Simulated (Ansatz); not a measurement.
# BN (F-43m): phonons and vibrational spectra, part 3 of 3

Aim: the phonons of BN (F-43m) at a cell relaxed beforehand at this level. After the zone centre comes a 4×4×4 q mesh on a 12×12×12 k mesh.

Ansatz 0.2.0; DFT LDA, scalar-relativistic, plane waves, PAW.

So far, highest frequency on the path or at a solved wavevector (cm⁻¹): step 3 (phonons on a q mesh) 1298.

**4. The same by displaced supercells**

Finite displacements in a 2×2×2 supercell give force constants from forces alone. They are exact at the wavevectors that the supercell holds, where they check the linear-response result.

Contents of input.yaml:

```yaml
crystal:
  lattice:
    - [0.0, 1.7902743999, 1.7902743999]
    - [1.7902743999, 0.0, 1.7902743999]
    - [1.7902743999, 1.7902743999, 0.0]
  atoms:
    - { symbol: B, position: [0.0, 0.0, 0.0] }
    - { symbol: "N", position: [0.75, 0.75, 0.75] }
kpoints:
  mp_grid: { grid: [12, 12, 12] }
hamiltonian:
  xc: lda
scf:
  occupations: { method: fixed }
output:
  eigenvalues: true
phonons:
  method: fd
  supercell: [2, 2, 2]
  temperatures: { t_max: 1000, t_step: 50 }
  qpath:
    path:
      - [[0.0, 0.0, 0.0], [-0.5, -0.5, 0.0], [-0.375, -0.375, 0.25]]
      - [[-0.375, 0.0, 0.375], [0.0, 0.0, 0.0], [0.0, 0.0, 0.5], [-0.5, -0.25, 0.25], [-0.5, -0.5, 0.0]]
    npoints: 10
  non_analytic_term:
    high_frequency_dielectric_tensor: [[4.5656, 0.0, 0.0], [0.0, 4.5656, 0.0], [0.0, 0.0, 4.5656]]
    born_effective_charges:
      - { species: B, tensor: [[1.8781, 0.0, 0.0], [0.0, 1.8781, 0.0], [0.0, 0.0, 1.8781]] }
      - { species: "N", tensor: [[-1.8781, 0.0, 0.0], [0.0, -1.8781, 0.0], [0.0, 0.0, -1.8781]] }
    source: "zone-centre run at this cell"
```

Started as:

```
> ansatz run input.yaml --threads 4 --pin off --max-ram 7168MiB --backend cpu --events-out ev --progress --plain --runs-dir out
```

Numbers of over 12 decimals in the logs are rounded to 6 here.

The log of the run:

```text
[...]
Crystal: 16 atoms, lattice volume = 91.808 Å³
Basis set: ecut = 420 eV, 1807 PW (Γ)
Bands: 48, of which v1, the nominal top of the filled ones, is band 32 counted from 1 (31 counted from 0)
Symmetry: 192 space group operations
k-points: 16 of 216 (time reversal used)
[...]
SCF iter   1: F=—  HF=-4211.748862 eV  |F-HF|=—  |Δ(HF+E_count)|=         —  Δρ=1.37e-7  dr2=5.80e-12  ethr=1.00e-12  ⟨swp⟩=3.0  Hψ=1912  notcnv=0
[...]
SCF iter   2: F=-4211.748862 eV  HF=-4211.748862 eV  |F-HF|=0.00e0  |Δ(HF+E_count)|=  2.73e-12  Δρ=6.77e-8  dr2=1.10e-12  ethr=1.00e-12  ⟨swp⟩=3.0  Hψ=1754  notcnv=0
SCF 1 converged in 2 iterations: F = -4211.748862 eV  dr2 = 1.10e-12
[...]
Symmetry: 6 space group operations
k-points: 32 of 216 (time reversal used)
iter 1 solved again at ethr=3.48e-8 eV; its pass at ethr=3.10e-3 eV (dr2=2.23e-5 eV) is discarded
[...]
SCF iter   7: F=-4211.748755 eV  HF=-4211.748755 eV  |F-HF|=9.09e-13  |Δ(HF+E_count)|=  1.64e-11  Δρ=4.46e-8  dr2=1.45e-12  ethr=1.00e-12  ⟨swp⟩=5.8  Hψ=5696  notcnv=0
SCF 2 converged in 7 iterations: F = -4211.748755 eV  dr2 = 1.45e-12
[...]
SCF iter   4: F=-4211.748754 eV  HF=-4211.748754 eV  |F-HF|=2.73e-12  |Δ(HF+E_count)|=  3.64e-12  Δρ=3.77e-8  dr2=6.61e-13  ethr=1.00e-12  ⟨swp⟩=5.2  Hψ=5534  notcnv=0
SCF 3 converged in 4 iterations: F = -4211.748754 eV  dr2 = 6.61e-13
[...]
SCF iter   7: F=-4211.748745 eV  HF=-4211.748745 eV  |F-HF|=9.09e-13  |Δ(HF+E_count)|=  1.82e-12  Δρ=2.27e-8  dr2=3.58e-13  ethr=1.00e-12  ⟨swp⟩=5.0  Hψ=5192  notcnv=0
SCF 4 converged in 7 iterations: F = -4211.748745 eV  dr2 = 3.58e-13
[...]
SCF iter   4: F=-4211.748746 eV  HF=-4211.748746 eV  |F-HF|=9.09e-13  |Δ(HF+E_count)|=  7.28e-12  Δρ=2.56e-8  dr2=4.96e-13  ethr=1.00e-12  ⟨swp⟩=5.0  Hψ=5477  notcnv=0
SCF 5 converged in 4 iterations: F = -4211.748746 eV  dr2 = 4.96e-13
[...]
SCF converged after 2 iterations
Free energy (F): -4211.748862 eV
[...]
Internal energy: -4211.748862 eV  (E = F + TS)
E sigma→0 (E₀):  -4211.748862 eV
Fermi energy:    11.392860 eV
[...]
--- Band table (eV; the first three rows and the last of 16) ---
  k-point 0: bands = [... 28 lower, 9.3867, 11.3929, 11.3929, 11.3929, 15.7844, 15.7844, 15.7844, 20.2226, ... 12 higher]
  k-point 1: bands = [... 28 lower, 9.4867, 10.4690, 11.2029, 11.2029, 16.3609, 16.3609, 16.3609, 20.4874, ... 12 higher]
  k-point 2: bands = [... 28 lower, 9.7768, 9.7768, 10.7474, 10.7474, 17.5998, 17.5998, 17.5998, 20.2802, ... 12 higher]
  k-point 15: bands = [... 28 lower, 8.9950, 8.9950, 9.4846, 9.4846, 19.0540, 19.0540, 20.6875, 20.6875, ... 12 higher]
--- Phonons: 4 displaced members + reference (amplitude 0.0025 Å, Σ member SCF iterations 22) ---
  symmetry images taken by strict's conditions (phonons.symmetry_images: auto; settled by the asymmetry read); asymmetry of the core-correction force 8.1e-8 eV/Å at the most on a site, 1.2e-6 eV/Å summed over every site of the supercell
  ASR residual: 7.618e-5 → 0.000e0 eV/Å²; symmetrization residual: 2.497e-5 eV/Å²
  largest component of a force at the reference: 2.2e-16 eV/Å
  ASR residual per site (eV/Å²): 7.62e-5 1.54e-5
  Γ frequencies (cm⁻¹): 0.00 0.00 0.00 1067.98 1067.98 1067.98
[...]
```

Run time: 9.9 s. Hardware: 4 threads of Arm Neoverse V2, shared host; peak memory 0.45 GiB.

Numbers from this step:

```
atoms in the supercell               : 16
sum-rule residual before enforcement : 7.62e-5 eV/Å²
```

Interpolated from a 2×2×2 supercell, rough between the solved points, with the LO-TO term (at Γ the limit along the path; where Γ stands inside the path, tables give the limit on arrival). Phonon branches along the path, in cm⁻¹:

| point | branch 1 | branch 2 | branch 3 | branch 4 | branch 5 | branch 6 |
| --- | --- | --- | --- | --- | --- | --- |
| Γ | 0 | 0 | 0 | 1068 | 1068 | 1298 |
| halfway | 453 | 453 | 656 | 1021 | 1021 | 1271 |
| X | 704 | 704 | 932 | 932 | 1025 | 1167 |
| halfway | 690 | 753 | 933 | 938 | 1013 | 1146 |
| U | 649 | 853 | 918 | 957 | 990 | 1103 |
| jump to K | 649 | 853 | 918 | 957 | 990 | 1103 |
| halfway | 387 | 523 | 684 | 1034 | 1043 | 1229 |
| Γ | 0 | 0 | 0 | 1068 | 1068 | 1298 |
| halfway | 334 | 334 | 633 | 1043 | 1043 | 1260 |
| L | 488 | 488 | 987 | 1010 | 1010 | 1148 |
| halfway | 580 | 692 | 965 | 985 | 1042 | 1080 |
| W | 768 | 776 | 921 | 984 | 1011 | 1047 |
| halfway | 733 | 740 | 931 | 952 | 1004 | 1126 |
| X | 704 | 704 | 932 | 932 | 1025 | 1167 |

The phonon branches as a text plot (rows in cm⁻¹):

```
   1270 |********                ************
   1216 |        ***            *            ***
   1162 |           ****       *                ***           ***
   1108 |               ***  **                    ***      **
   1054 |******            *******************       *******
   1000 |      ***  ************              *******************
    946 |         **********                    *     ***********
    892 |                 ***                  *
    838 |        *       *** **               *
    784 |       *       *   *  *                        *****
    730 |            ***     **              *         * *  *****
    676 |      *  *** *****     *                     * *
    622 |        *         *   *            *        * *
    568 |                   *    *                  ***
    514 |    ** *            ** *          *     ****
    460 |      *               *  **           **
    405 |   *                   **        *  **
    351 |    **                             *
    297 |  **                    ****      *
    243 |                         **     *
    189 |  *                        *     *
    135 | *                          *  **
     81 | *                          *  *
     27 |*                            **
         Γ           X  U|K            Γ         L        W     X
```

The phonon density of states has structure finer than the step of the table below, so its rows give means over 50 cm⁻¹, whole bins alone (the curve runs from 5 to 1295 cm⁻¹). Peaks (cm⁻¹: height): 925.0: 0.0117, 975.0: 0.0186, 1035.0: 0.0297.

Tetrahedra on a 30×30×30 mesh, mean over bins of 10 cm-1. Interpolated from a 2×2×2 supercell, rough between the solved points. Phonon density of states against wavenumber; means over each step:

| wavenumber (cm⁻¹) | phonon density of states (1/cm⁻¹/cell) |
| --- | --- |
| 50 | 2.3e-5 |
| 100 | 1.0e-4 |
| 150 | 2.4e-4 |
| 200 | 4.3e-4 |
| 250 | 7.0e-4 |
| 300 | 0.00106 |
| 350 | 0.00154 |
| 400 | 0.00221 |
| 450 | 0.00326 |
| 500 | 0.00517 |
| 550 | 0.00561 |
| 600 | 0.00577 |
| 650 | 0.00584 |
| 700 | 0.00544 |
| 750 | 0.00418 |
| 800 | 0.00418 |
| 850 | 0.00300 |
| 900 | 0.00547 |
| 950 | 0.0109 |
| 1000 | 0.0201 |
| 1050 | 0.0162 |
| 1100 | 0.00495 |
| 1150 | 0.00509 |
| 1200 | 0.00402 |
| 1250 | 0.00342 |

At Γ the two methods differ by at most 0.0 cm⁻¹.

**5. Results**

```
space group (within 0.01 Å)                             : F-43m
volume per atom                                         : 5.74 Å³
gap on the k-mesh                                       : 4.39 eV
highest optical mode at the zone centre (no LO-TO term) : 1068 cm⁻¹
top of the zone-centre spectrum with the field          : 1298 cm⁻¹
lowest optical zone-centre mode                         : 1068 cm⁻¹
mean high-frequency dielectric constant                 : 4.57
mean static dielectric constant                         : 6.74
largest Born charge (third of the trace)                : 1.88 e
lowest mode on the q mesh (acoustic modes at Γ apart)   : 355 cm⁻¹
highest frequency on the path or at a solved wavevector : 1298 cm⁻¹
zero-point energy per atom                              : 161 meV
heat capacity at 300 K                                  : 7.87 J/(mol atoms K)
vibrational entropy at 300 K                            : 3.29 J/(mol atoms K)
Debye temperature (second moment)                       : 1666 K
imaginary modes on the 4×4×4 q mesh                     : none
```

What this shows: The structure is a minimum as far as tested: no mode is imaginary at the 8 irreducible wavevectors of the 4×4×4 mesh, and the softest away from the acoustic zeros lies at 355 cm⁻¹. Without the field, the optical modes at Γ form one degenerate level at 1068 cm⁻¹. With the macroscopic field of the longitudinal modes the top of the zone-centre spectrum lies at 1298 cm⁻¹, against 1068 cm⁻¹ without it. Lattice motion raises the mean dielectric constant from 4.566 to 6.739. The strongest infrared line is at 1068 cm⁻¹. Finite displacements and linear response differ by 0.0 cm⁻¹ in the highest zone-centre mode. The program warns that the interpolation holds no quadrupole term, so branches close to Γ can be off in this crystal. These are harmonic frequencies at zero temperature: anharmonic shifts, linewidths and thermal expansion are left out.

Computed beside measured:

| quantity | measured | LDA, PAW |
| --- | --- | --- |
| Raman mode, TO phonon at Gamma (cm⁻¹) | 1056 | 1068 (+1.1 %) |

Measured values from arxiv:1812.11146 (2018).

Verdict: The Raman mode is off by +1.1 %: good agreement. The grades are ours: good and fair within 3 and 7 % for the Raman mode. Zero-point motion and thermal motion are not in the computed Raman mode.

[Logs are printed without paths, hosts, clocks, repeated set-up lines and the standing remarks that a program may print on its own settings, such as how far it seeks lower states.]

[Hosts, paths, dates, database ids (printed as entryN), source tags and the programs' standing remarks are cut or masked in the printed files.]
